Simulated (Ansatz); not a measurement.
# λ, α²F and ρ(T) of Pt-Ir-Pt stack of (100) layers

The plan: relax Pt-Ir-Pt stack of (100) layers, check its phonons, and, if the lattice is stable, compute its Eliashberg function and ρ(T).

Program: Ansatz 0.2.0. Level of theory: DFT PBE, scalar-relativistic, plane waves, PAW; PAW set soft_1. Results are calculated unless marked as measured.

## 1. Set-up

The cell holds 3 atoms: 2 Pt and 1 Ir. Its edges and angles: a = 2.715 Å, b = 2.715 Å, c = 14.840 Å, α = 90.0°, β = 90.0°, γ = 90.0°. Vacuum lies along c.

## 2. Relaxing cell and atoms

Lattice constant and positions set the bands and the force constants, so the cell is relaxed first.

File input.yaml:

```yaml
crystal:
  lattice:
    - [2.71529, 0.0, 0.0]
    - [0.0, 2.71529, 0.0]
    - [0.0, 0.0, 14.84]
  atoms:
    - { symbol: Pt, position: [0.0, 0.0, 0.37061995] }
    - { symbol: Ir, position: [0.5, 0.5, 0.5] }
    - { symbol: Pt, position: [0.0, 0.0, 0.62938005] }
  periodic: [true, true, false]
kpoints:
  mp_grid: { grid: [10, 10, 1] }
hamiltonian:
  xc: pbe
  pseudopotentials: { kind: paw, azcp: { folder: soft_1 } }
scf:
  occupations: { method: gaussian, width: 0.1 }
output:
  forces: true
  stress: true
  eigenvalues: true
  write_density: true
  write_potential: true
  elf: true
  volumetric_format: npy
relax:
  adjacent_minimum: "off"
  f_tol: 0.005
  max_steps: 80
  cell: { stress_2d_tol: 0.02 }
```

Started as:

```
ansatz run input.yaml --threads 8 --pin off --max-ram 20480MiB --backend cpu --events-out ev --progress --plain --runs-dir out
```

The runs that follow: tight relaxation; phonons by linear response: q 2×2×1, k 6×6×1; resistivity: q 3×3×1, k 9×9×1, scattering 12×12×1; resistivity: q 3×3×1, k 12×12×1, scattering 16×16×1; electron–phonon run: q 4×4×1, k 12×12×1, scattering 20×20×1; the ladder. Settings of the main run: cutoff 420 eV, 12×12×1 k-mesh, Methfessel-Paxton occupations, smearing width 0.2 eV, 20×20×1 scattering mesh, 4×4×1 q-mesh, PAW set soft 1.

Before running: what should come out for the sheet resistance at 300 K and change between its two finest scattering meshes?

Above the Debye range the phonon population grows as T, and so does the scattering: the resistivity is close to linear in T. On the last rung that gave a resistivity at the base settings (q 4×4×1, k 12×12×1, scattering 20×20×1), Pt-Ir-Pt stack of (100) layers has λ = 0.38 and a phonon-limited sheet resistance of 117 Ω per square at 300 K. The coupling is moderate (λ = 0.38), so phonons raise the electrons' mass at the Fermi surface by about 38 %, if this value holds on finer meshes.

| Item | Value |
| --- | --- |
| run | PBE, q 4×4×1, k 12×12×1, scattering 20×20×1 |
| coupling constant λ | 0.376 |
| log mean phonon energy ħω_log | 12.2 meV |
| sheet resistance at 300 K | 117 Ω per square |
| change between its two finest scattering meshes | λ 15 %, resistivity at 300 K 15 % |

By the run's own test λ moves by 15 % between the two scattering meshes. Values of ρ(T) under 50 K rest on the softest modes, mostly interpolated ones, and are the least sure of the table. The high-temperature form ρ = 2π k_B T λ_tr/(ħ ε₀ ω_p²) gives 40.7 μΩ cm along x at 300 K, against 36.7 from the Boltzmann equation. The three lowest branches give 49 % of λ. By the run's own test, which takes the component that moves most, the resistivity at 300 K moves by 15 % between its two finest scattering meshes, so it is not converged. In the run quoted no mode is imaginary at the wavevectors of the 4×4×1 mesh; wavevectors off that mesh are interpolated. Only scattering by harmonic phonons counts; impurities, grain boundaries and thermal expansion are left out. The resistivity belongs to the whole cell, vacuum included; the sheet resistance is the quantity that does not depend on the vacuum. Spin–orbit coupling, left out here, matters for Ir and Pt. The c of the given cell is the typed one; the program laid its own vacuum and ran the layer in a cell 31.5 Å high. The structure was built by hand as an ordered model, and its stability against other phases was not tested.

[Logs are printed without paths, hosts, clocks, repeated set-up lines and the standing remarks that a program may print on its own settings, such as how far it seeks lower states.]

[Hosts, paths, dates, database ids (printed as entryN), source tags and the programs' standing remarks are cut or masked in the printed files.]
